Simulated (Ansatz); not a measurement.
# Decaying states in the gap of BaH2Se2

Wanted: the relaxed cell of BaH2Se2, its band edges and its decay constants. It is built by putting Se for O, Ba for Ca in the CaH2O2 structure of space group P-3m1, with the volume rescaled by atomic radii. The parent structure comes from the Materials Project.

Main program and level: Ansatz 0.2.0; r2SCAN DFT, plane waves, PAW files, in the first sound run; inputs show where later runs differ.

The structure was built from a prototype and need not be the compound's stable phase.

## (1) Starting point

The structure is trigonal, space group P-3m1 (No. 164). Conventional cell: a = 4.355 Å, b = 4.355 Å, c = 5.866 Å, α = 90.00°, β = 90.00°, γ = 120.00°. Nearest to Ba lie 6 Se at 2.88 Å. Nearest to H lie 1 Se at 1.17 Å. Nearest to Se lie 1 H at 1.17 Å and 3 Ba at 2.88 Å. It derives from CaH2O2. Se for O, Ba for Ca in the CaH2O2 structure of space group P-3m1. Farther neighbours and most contacts between anions are not listed.

Structure file:

```cif
data_structure
_symmetry_space_group_name_H-M 'P 1'
_symmetry_Int_Tables_number 1
_cell_length_a 4.3548
_cell_length_b 4.3548
_cell_length_c 5.8660
_cell_angle_alpha 90.000
_cell_angle_beta 90.000
_cell_angle_gamma 120.000
_cell_volume 96.34
loop_
_atom_site_label
_atom_site_type_symbol
_atom_site_fract_x
_atom_site_fract_y
_atom_site_fract_z
_atom_site_occupancy
Ba1 Ba 0.00000 0.00000 0.00000 1
H2 H 0.66667 0.33333 0.56085 1
H3 H 0.33333 0.66667 0.43915 1
Se4 Se 0.66667 0.33333 0.76108 1
Se5 Se 0.33333 0.66667 0.23892 1
```

## (2) Cell and atoms at rest

The substituted atoms don't fit the parent's cell, so cell and atoms relax together. A small smearing keeps the run stable in case the gap closes on the way.

Input file input.yaml:

```yaml
crystal:
  lattice:
    - [4.3547990947, 0.0, 0.0]
    - [-2.1773995474, 3.7713666444, 0.0]
    - [0.0, 0.0, 5.8660044614]
  atoms:
    - { symbol: Ba, position: [0.0, 0.0, 0.0] }
    - { symbol: H, position: [0.6666666667, 0.3333333333, 0.56084618] }
    - { symbol: H, position: [0.3333333333, 0.6666666667, 0.43915382] }
    - { symbol: Se, position: [0.6666666667, 0.3333333333, 0.76108397] }
    - { symbol: Se, position: [0.3333333333, 0.6666666667, 0.23891603] }
kpoints:
  mp_grid: { grid: [6, 6, 4] }
scf:
  occupations: { method: gaussian, width: 0.03 }
hamiltonian:
  xc: r2scan
output:
  forces: true
  stress: true
relax:
  f_tol: 0.02
  max_steps: 60
  cell: {}
```

The run is started by

```console
ansatz run input.yaml --threads 2 --pin off --max-ram 4096MiB --backend cpu --events-out ev --progress --plain --runs-dir out
```

Numbers of over 12 decimals in the logs are rounded to 6 here.

Log:

```text
Engine: ansatz 0.2.0, aarch64-unknown-linux-gnu
Pseudopotentials: kind: paw
Pseudopotential: Ba, paw, valence charge 10, recommended cutoff 500 eV (meta_gga), Ba.paw.azcp
Pseudopotential: H, paw, valence charge 1, recommended cutoff 500 eV (meta_gga), H.paw.azcp
Pseudopotential: Se, paw, valence charge 16, recommended cutoff 500 eV (meta_gga), Se.paw.azcp
Functional definition: r2SCAN
  parameter k0 = 0.174
  parameter k1 = 0.065
  parameter a1 = 4.9479
  exchange = r2scan_x(k0 = k0, k1 = k1, a1 = a1)
  correlation = r2scan_c
Crystal: 5 atoms, lattice volume = 96.341 Å³
Basis set: ecut = 500 eV, 2427 PW (Γ), exchange–correlation on 128×128×180 points (64 copies of the dense FFT grid, shifted against one another)
Bands: 27, of which v1, the nominal top of the filled ones, is band 22 counted from 1 (21 counted from 0)
Symmetry: 12 space group operations
Space group: P-3m1 (ITA 164), of the structure as read, at distance tolerance 4.6e-5 Å
k-points: 24 of 144
Non-local potential: Ba, projectors of the file, l = 0: 3, l = 1: 2, l = 2: 2, l = 3: 2
Non-local potential: H, projectors of the file, l = 0: 2, l = 1: 1
Non-local potential: Se, projectors of the file, l = 0: 2, l = 1: 2, l = 2: 3, l = 3: 1
PAW form: soft (Blöchl's): semilocal exchange-correlation on the pseudo side does not see the compensation charge
PAW frozen core: Ba, regenerated for the run's functional (the file was generated under x = pbe(κ = 0.804, μ = 0.219515), c = pbe(β = 0.066725))
PAW frozen core: Se, regenerated for the run's functional (the file was generated under x = pbe(κ = 0.804, μ = 0.219515), c = pbe(β = 0.066725))
PAW one-centre angular grid: Ba, 302 points (default); XC on 160 Gauss nodes
PAW one-centre angular grid: H, 302 points (default); XC on 160 Gauss nodes
PAW one-centre angular grid: Se, 590 points (default); XC on 160 Gauss nodes
Initial density: superposition of atomic densities (neutral atoms: chi_scale 0, normalization atom), corrected by the library's trained network
Initial wavefunctions: pseudopotential atomic-orbital guess
Functional: x = r2scan, c = r2scan; τ floored in thin density (d = 2e-4 eV/Å³)
SCF iter   1: F=—  HF=-16952.064057 eV  |F-HF|=—  |Δ(HF+E_count)|=         —  Δρ=3.75e-3  dr2=1.37e-2  dr2_τ=8.96e-2  ethr=1.77e-3  ⟨swp⟩=8.8  Hψ=3597  notcnv=0
preconditioner: auto → Resta (q_TF=auto, 2.394 Å⁻¹)  ε∞=3.0  [insulator: Δε(μ)=2.630 eV  Ē_g=12.705 eV  σ=0.030 eV  W_gap=1.00  n_scr=22 (ndim 8)  ℏωp=17.7 eV  f_vac=0.076  D(μ)=0.00/eV (n_scr^D=0)  ε∞_Penn≈3.0]
SCF iter   2: F=—  HF=-16952.073939 eV  |F-HF|=—  |Δ(HF+E_count)|=   9.88e-3  Δρ=2.23e-3  dr2=3.45e-3  dr2_τ=3.01e-4  ethr=3.12e-5  ⟨swp⟩=3.0  Hψ=1552  notcnv=0  defer=24
SCF iter   3: F=—  HF=-16952.076304 eV  |F-HF|=—  |Δ(HF+E_count)|=   2.37e-3  Δρ=8.75e-4  dr2=6.35e-4  dr2_τ=3.40e-5  ethr=7.84e-6  ⟨swp⟩=2.6  Hψ=1095  notcnv=0
automatic band count: iteration 3 solves 26 bands in place of 27: the levels show a gap, and the empty bands left out lie too high to hold charge; the band table lists the bands solved (type scf.n_extra_bands for more)
SCF iter   4: F=—  HF=-16952.076709 eV  |F-HF|=—  |Δ(HF+E_count)|=   4.04e-4  Δρ=1.65e-4  dr2=2.52e-5  dr2_τ=1.42e-6  ethr=1.44e-6  ⟨swp⟩=2.0  Hψ=943  notcnv=0
SCF iter   5: F=—  HF=-16952.076724 eV  |F-HF|=—  |Δ(HF+E_count)|=   1.56e-5  Δρ=4.54e-5  dr2=2.95e-6  dr2_τ=9.81e-8  ethr=5.72e-8  ⟨swp⟩=2.0  Hψ=841  notcnv=0
SCF iter   6: F=—  HF=-16952.076726 eV  |F-HF|=—  |Δ(HF+E_count)|=   1.76e-6  Δρ=1.12e-5  dr2=2.12e-7  dr2_τ=1.15e-8  ethr=6.70e-9  ⟨swp⟩=2.0  Hψ=895  notcnv=0
SCF iter   7: F=-16952.076726 eV  HF=-16952.076726 eV  |F-HF|=5.80e-9  |Δ(HF+E_count)|=   2.27e-8  Δρ=4.83e-6  dr2=2.17e-8  dr2_τ=9.51e-10  ethr=2.27e-10  ⟨swp⟩=4.9  Hψ=2464  notcnv=0
SCF 1 converged in 7 iterations: F = -16952.076726 eV  dr2 = 2.17e-8
  greatest PAW one-centre occupation: 1.000 electrons in one spin orbital (limit 2), on the Se atom at site 4 (counted from 0), in its partial waves of l = 2
relax step   1: F+E_penalty+E_count = -16952.07672591 eV  Δ(F+E_penalty+E_count) = +0.000e0 eV  max|allowed force component| = 1.294e1 eV/Å  Δτ_max = 0.0000 Å  P = +37.512 GPa  Ω = 96.341 Å³  (7 SCF iters, dr2 threshold 1.00e-7 eV, accepted)
Crystal: 5 atoms, lattice volume = 110.501 Å³
Basis set: ecut = 500 eV, 2789 PW (Γ), exchange–correlation on 128×128×180 points (64 copies of the dense FFT grid, shifted against one another)
Initial density: handed on by an earlier stage of this run
Initial wavefunctions: those handed on with the density
iter 1 solved again at ethr=1.00e-3 eV; its pass at ethr=3.10e-3 eV (dr2=4.42e-1 eV) is discarded
SCF iter   1: F=—  HF=-16955.727449 eV  |F-HF|=—  |Δ(HF+E_count)|=         —  Δρ=2.13e-2  dr2=4.41e-1  dr2_τ=1.17e-1  ethr=1.00e-3  ⟨swp⟩=1.3  Hψ=4254  notcnv=0
automatic band count: iteration 1 solves 26 bands in place of 27: the levels show a gap, and the empty bands left out lie too high to hold charge; the band table lists the bands solved (type scf.n_extra_bands for more)
preconditioner: auto → Resta (q_TF=auto, 2.340 Å⁻¹)  ε∞=3.0  [insulator: Δε(μ)=2.872 eV  Ē_g=11.691 eV  σ=0.030 eV  W_gap=1.00  n_scr=22 (ndim 8)  ℏωp=16.6 eV  f_vac=0.132  D(μ)=0.00/eV (n_scr^D=0)  ε∞_Penn≈3.0]
SCF iter   2: F=—  HF=-16955.950025 eV  |F-HF|=—  |Δ(HF+E_count)|=   2.23e-1  Δρ=1.11e-2  dr2=1.19e-1  dr2_τ=2.39e-3  ethr=1.00e-3  ⟨swp⟩=3.1  Hψ=1019  notcnv=0
SCF iter   3: F=—  HF=-16955.922018 eV  |F-HF|=—  |Δ(HF+E_count)|=   2.80e-2  Δρ=1.09e-3  dr2=3.37e-3  dr2_τ=1.04e-4  ethr=2.70e-4  ⟨swp⟩=3.3  Hψ=1317  notcnv=0
SCF iter   4: F=—  HF=-16955.921994 eV  |F-HF|=—  |Δ(HF+E_count)|=   2.40e-5  Δρ=6.74e-4  dr2=6.26e-4  dr2_τ=1.25e-5  ethr=7.67e-6  ⟨swp⟩=2.0  Hψ=1244  notcnv=0
SCF iter   5: F=—  HF=-16955.922458 eV  |F-HF|=—  |Δ(HF+E_count)|=   4.64e-4  Δρ=1.88e-4  dr2=7.67e-5  dr2_τ=3.25e-6  ethr=1.42e-6  ⟨swp⟩=2.0  Hψ=1213  notcnv=0
SCF iter   6: F=—  HF=-16955.922438 eV  |F-HF|=—  |Δ(HF+E_count)|=   1.99e-5  Δρ=6.31e-5  dr2=6.94e-6  dr2_τ=2.17e-7  ethr=1.74e-7  ⟨swp⟩=2.0  Hψ=1152  notcnv=0
SCF iter   7: F=-16955.922446 eV  HF=-16955.922445 eV  |F-HF|=5.35e-7  |Δ(HF+E_count)|=   7.10e-6  Δρ=1.55e-5  dr2=4.80e-7  dr2_τ=9.39e-9  ethr=1.14e-9  ⟨swp⟩=4.7  Hψ=3277  notcnv=0
SCF 2 converged in 7 iterations: F = -16955.922446 eV  dr2 = 4.80e-7
relax step   2: F+E_penalty+E_count = -16955.92244560 eV  Δ(F+E_penalty+E_count) = -3.846e0 eV  max|allowed force component| = 4.169e0 eV/Å  Δτ_max = 0.1422 Å  P = +14.610 GPa  Ω = 110.501 Å³  energy of the carried Pulay correction = -2.159e-3 eV  (7 SCF iters, dr2 threshold 5.00e-7 eV, accepted)
Crystal: 5 atoms, lattice volume = 125.701 Å³
[...]
SCF iter   4: F=—  HF=-16956.922820 eV  |F-HF|=—  |Δ(HF+E_count)|=   5.98e-4  Δρ=2.89e-4  dr2=1.63e-4  dr2_τ=4.08e-6  ethr=4.03e-6  ⟨swp⟩=2.0  Hψ=1238  notcnv=0
SCF iter   5: F=—  HF=-16956.922919 eV  |F-HF|=—  |Δ(HF+E_count)|=   9.89e-5  Δρ=1.44e-4  dr2=3.18e-5  dr2_τ=1.97e-6  ethr=3.70e-7  ⟨swp⟩=2.2  Hψ=1194  notcnv=0
SCF iter   6: F=—  HF=-16956.922922 eV  |F-HF|=—  |Δ(HF+E_count)|=   3.37e-6  Δρ=4.28e-5  dr2=3.14e-6  dr2_τ=1.13e-7  ethr=7.24e-8  ⟨swp⟩=2.0  Hψ=1153  notcnv=0
SCF iter   7: F=-16956.922928 eV  HF=-16956.922928 eV  |F-HF|=3.13e-7  |Δ(HF+E_count)|=   5.65e-6  Δρ=9.15e-6  dr2=1.94e-7  dr2_τ=5.31e-9  ethr=1.14e-9  ⟨swp⟩=6.0  Hψ=3301  notcnv=0
SCF 3 converged in 7 iterations: F = -16956.922928 eV  dr2 = 1.94e-7
relax step   3: F+E_penalty+E_count = -16956.92292802 eV  Δ(F+E_penalty+E_count) = -1.000e0 eV  max|allowed force component| = 1.509e0 eV/Å  Δτ_max = 0.0123 Å  P = +5.345 GPa  Ω = 125.701 Å³  energy of the carried Pulay correction = -4.172e-3 eV  (7 SCF iters, dr2 threshold 5.00e-7 eV, accepted)
[... from here on, the SCF cycles and remarks between the steps are left out ...]
relax step   4: F+E_penalty+E_count = -16957.19383631 eV  Δ(F+E_penalty+E_count) = -2.709e-1 eV  max|allowed force component| = 2.947e-1 eV/Å  Δτ_max = 0.0630 Å  P = +1.605 GPa  Ω = 137.643 Å³  energy of the carried Pulay correction = -5.574e-3 eV  (7 SCF iters, dr2 threshold 5.00e-7 eV, accepted)
relax step   5: F+E_penalty+E_count = -16957.23835420 eV  Δ(F+E_penalty+E_count) = -4.452e-2 eV  max|allowed force component| = 7.139e-2 eV/Å  Δτ_max = 0.0405 Å  P = +0.216 GPa  Ω = 144.762 Å³  energy of the carried Pulay correction = -6.345e-3 eV  (7 SCF iters, dr2 threshold 5.00e-7 eV, accepted)
relax step   6: F+E_penalty+E_count = -16957.24063179 eV  Δ(F+E_penalty+E_count) = -2.278e-3 eV  max|allowed force component| = 2.895e-2 eV/Å  Δτ_max = 0.0219 Å  P = -0.072 GPa  Ω = 145.434 Å³  energy of the carried Pulay correction = -6.416e-3 eV  (5 SCF iters, dr2 threshold 3.19e-7 eV, accepted)
relax step   7: F+E_penalty+E_count = -16957.24096863 eV  Δ(F+E_penalty+E_count) = -3.368e-4 eV  max|allowed force component| = 1.108e-2 eV/Å  Δτ_max = 0.0090 Å  P = -0.057 GPa  Ω = 145.687 Å³  energy of the carried Pulay correction = -6.442e-3 eV  (6 SCF iters, dr2 threshold 1.11e-7 eV, accepted)
relax step   8: F+E_penalty+E_count = -16957.24126749 eV  Δ(F+E_penalty+E_count) = -2.989e-4 eV  max|allowed force component| = 1.473e-2 eV/Å  Δτ_max = 0.0132 Å  P = -0.013 GPa  Ω = 144.780 Å³  energy of the carried Pulay correction = -6.347e-3 eV  (6 SCF iters, dr2 threshold 1.83e-8 eV, accepted)
relax step   9: F+E_penalty+E_count = -16957.24130782 eV  Δ(F+E_penalty+E_count) = -4.033e-5 eV  max|allowed force component| = 1.135e-3 eV/Å  Δτ_max = 0.0038 Å  P = -0.001 GPa  Ω = 144.578 Å³  energy of the carried Pulay correction = -6.326e-3 eV  (8 SCF iters, accepted)
relax step  10: F+E_penalty+E_count = -16957.25420253 eV  Δ(F+E_penalty+E_count) = -1.289e-2 eV  max|allowed force component| = 8.703e-3 eV/Å  Δτ_max = 0.0000 Å  P = +0.057 GPa  Ω = 144.578 Å³  stress off target by 8.74e-2 GPa  SCF on the basis re-selected at this cell (its energy is not comparable with the rows above)  (9 SCF iters)
relax step  11: F+E_penalty+E_count = -16957.25434295 eV  Δ(F+E_penalty+E_count) = -1.404e-4 eV  max|allowed force component| = 1.253e-3 eV/Å  Δτ_max = 0.0063 Å  P = +0.005 GPa  Ω = 145.253 Å³  energy of the carried Pulay correction = -3.697e-5 eV  (6 SCF iters, dr2 threshold 1.91e-8 eV, accepted)
iter 1 solved again at ethr=2.37e-7 eV; its pass at ethr=3.10e-3 eV (dr2=1.04e-4 eV) is discarded
SCF iter   1: F=—  HF=-16957.254332 eV  |F-HF|=—  |Δ(HF+E_count)|=         —  Δρ=2.67e-5  dr2=2.36e-8  dr2_τ=2.54e-9  ethr=2.37e-7  ⟨swp⟩=3.0  Hψ=5299  notcnv=0
eigensolver tolerance schedule: the retry pair's looser diagonalisation over-reported the residual by 4400.03 of it (diagonalisation noise at 0.51 of the residual, at the tolerance the schedule requests for it); recorded, not acted on — ethr = c·dr2/N_el stays at c = 1.0e-1
preconditioner: auto → Resta (q_TF=auto, 2.236 Å⁻¹)  ε∞=2.6  [insulator: Δε(μ)=3.340 eV  Ē_g=11.560 eV  σ=0.030 eV  W_gap=1.00  n_scr=22 (ndim 8)  ℏωp=14.5 eV  f_vac=0.191  D(μ)=0.00/eV (n_scr^D=0)  ε∞_Penn≈2.6]
SCF iter   2: F=—  HF=-16957.254383 eV  |F-HF|=—  |Δ(HF+E_count)|=   5.19e-5  Δρ=1.35e-5  dr2=6.87e-9  dr2_τ=8.78e-8  ethr=5.37e-11  ⟨swp⟩=3.1  Hψ=1586  notcnv=0
SCF iter   3: F=—  HF=-16957.254380 eV  |F-HF|=—  |Δ(HF+E_count)|=   3.62e-6  Δρ=2.98e-6  dr2=8.39e-10  dr2_τ=4.24e-9  ethr=1.56e-11  ⟨swp⟩=2.0  Hψ=1176  notcnv=0
SCF iter   4: F=—  HF=-16957.254380 eV  |F-HF|=—  |Δ(HF+E_count)|=   1.66e-7  Δρ=2.97e-7  dr2=8.26e-11  dr2_τ=2.81e-11  ethr=1.91e-12  ⟨swp⟩=2.0  Hψ=1176  notcnv=0
SCF iter   5: F=-16957.254380 eV  HF=-16957.254380 eV  |F-HF|=4.40e-10  |Δ(HF+E_count)|=  6.26e-10  Δρ=1.71e-7  dr2=1.47e-11  dr2_τ=1.12e-11  ethr=1.00e-12  ⟨swp⟩=4.2  Hψ=2332  notcnv=0
SCF 12 converged in 5 iterations: F = -16957.254380 eV  dr2 = 1.47e-11
relax step  12: F+E_penalty+E_count = -16957.25437967 eV  Δ(F+E_penalty+E_count) = -3.672e-5 eV  max|allowed force component| = 1.215e-3 eV/Å  Δτ_max = 0.0000 Å  P = +0.006 GPa  Ω = 145.253 Å³  stress off target by 6.01e-3 GPa  SCF on the basis re-selected at this cell (its energy is not comparable with the rows above)  (5 SCF iters)
basis re-selected at this cell: Δ(F+E_penalty+E_count) = -3.672e-5 eV, ΔP = +0.000 GPa vs the last step (what re-selecting the basis moved, of the pressure what is left beyond the Pulay correction that the steps carried, after the strain that the cell walked since its last selection, with what the two solves' SCF thresholds leave and, on support functions, any second-order correction that the steps lacked; it is no m [...]
SCF converged after 5 iterations
Free energy (F): -16957.254380 eV
Harris-Foulkes:  -16957.254380 eV  (|F-HF|=4.40e-10)
Internal energy: -16957.254380 eV  (E = F + TS)
E sigma→0 (E₀):  -16957.254380 eV
Fermi energy:    4.322570 eV
--- Per-component energies (eV) ---
  E_band       = -1013.551442
  E_kinetic    = 432.221311
  E_local      = -6619.032527  (includes V_loc(G=0)·N_el)
  E_nonlocal   = -1132.820627
  E_hartree    = 3146.753608
  E_xc         = -371.898833
  E_vxc        = -385.144522  (∫ρ·V_xc dr)
  E_paw        = -9102.111368  (= ΣΔE_a)
  E_vpaw       = 378.191496  (= ΣTr[D̂ρ^β])
  E_aug_tail   = -0.001339  (compensation charges beyond the density's cutoff)
  E_vtau       = 19.527506  (kinetic-family band-sum trace: ∫τ·v_τ [+ j·A + Jᵃ·Aᵃ] dr)
  E_ewald      = -3306.905479
  E_core_change = -3.459125  (= ΣΔE_core)
  E_smearing   = -0.000000  (= −TS)
  E_closure    = 0.000000  (closes the sum)
  Σ components = -16957.254380   (vs F -16957.254380, Δ=0.00e0)
--- Forces (eV/Å), atoms counted from 1 ---
  atom   1  Ba     0.00000000     0.00000000     0.00000000
  atom   2  H     -0.00000000     0.00000000    -0.00121516
  atom   3  H      0.00000000    -0.00000000     0.00121516
  atom   4  Se    -0.00000000     0.00000000     0.00105673
  atom   5  Se     0.00000000    -0.00000000    -0.00105673
  max |Σ_I F_I| component: 2.17e-19 eV/Å
--- Stress (GPa, compression-positive) ---
        0.006007      -0.000000       0.000000
       -0.000000       0.006007      -0.000000
        0.000000      -0.000000       0.005011
  P = ⅓ Tr σ = 0.0057 GPa (0.057 kbar)
--- Relaxed structure (10 steps of the walk, 10 accepted, 2 SCFs on fresh bases) ---
  F+E_penalty+E_count = -16957.25437967 eV   max|allowed force component| = 1.215e-3 eV/Å   (the final SCF, on the basis selected at the relaxed cell)
  cell:  # Å, volume = 145.2529 Å³
    - [5.176478, 3.431436546668104e-11, 0]
    - [-2.588239, 4.482961, 0]
    - [0, 0, 6.259297]
  atoms:
    - { symbol: Ba, position: [0, 0, 0] }
    - { symbol: H, position: [0.666667, 0.333333, 0.537192] }
    - { symbol: H, position: [0.333333, 0.666667, 0.462808] }
    - { symbol: Se, position: [0.666667, 0.333333, 0.770811] }
    - { symbol: Se, position: [0.333333, 0.666667, 0.229189] }
```

Elapsed: 53 s, on 2 threads of Arm Neoverse V2, shared host; peak memory 0.79 GiB; 1.7 min of CPU time.

Step by step:

| step | energy less that of the first step (eV) | largest force component (eV/Å) | pressure (GPa) | volume (Å³) |
| --- | --- | --- | --- | --- |
| 1 | 0.0000 | 12.9413 | 37.51 | 96.34 |
| 2 | -3.8457 | 4.1685 | 14.61 | 110.50 |
| 3 | -4.8462 | 1.5087 | 5.34 | 125.70 |
| 4 | -5.1171 | 0.2947 | 1.61 | 137.64 |
| 5 | -5.1616 | 0.0714 | 0.22 | 144.76 |
| 6 | -5.1639 | 0.0290 | -0.07 | 145.43 |
| 7 | -5.1642 | 0.0111 | -0.06 | 145.69 |
| 8 | -5.1645 | 0.0147 | -0.01 | 144.78 |
| 9 | -5.1646 | 0.0011 | 0.00 | 144.58 |
| 10* | -5.1775 | 0.0087 | 0.06 | 144.58 |
| 11 | -5.1776 | 0.0013 | 0.01 | 145.25 |
| 12* | -5.1777 | 0.0012 | 0.01 | 145.25 |

Relaxation steps marked * repeat the geometry before them on a plane-wave basis chosen anew for their cell, so energy and pressure can jump there.

Forces are held to the 12 operations that the run works with; a distortion that breaks them can't arise in this run.

```csv
cell as run,before,after,change
a (Å),4.355,5.176,+18.9 %
b (Å),4.355,5.176,+18.9 %
c (Å),5.866,6.259,+6.7 %
volume (Å³/atom),19.27,29.05,+50.8 %
```

The atoms that moved most (Å, as changes of fractional coordinates times the final cell):

```csv
atom,dx,dy,dz,length
H2,0.000,0.000,-0.148,0.148
H3,0.000,0.000,0.148,0.148
Se5,0.000,0.000,-0.061,0.061
Se4,0.000,0.000,0.061,0.061
```

Numbers from this step:

```
free energy  : -16957.2544 eV
Fermi energy : 4.323 eV
pressure     : 0.005675 GPa
```

The largest force component on a free atom ends at 0.0012 eV/Å.

(Part 1 of 3 ends here.)

[Logs are printed without paths, hosts, clocks, repeated set-up lines and the standing remarks that a program may print on its own settings, such as how far it seeks lower states.]

[Hosts, paths, dates, database ids (printed as entryN), source tags and the programs' standing remarks are cut or masked in the printed files.]
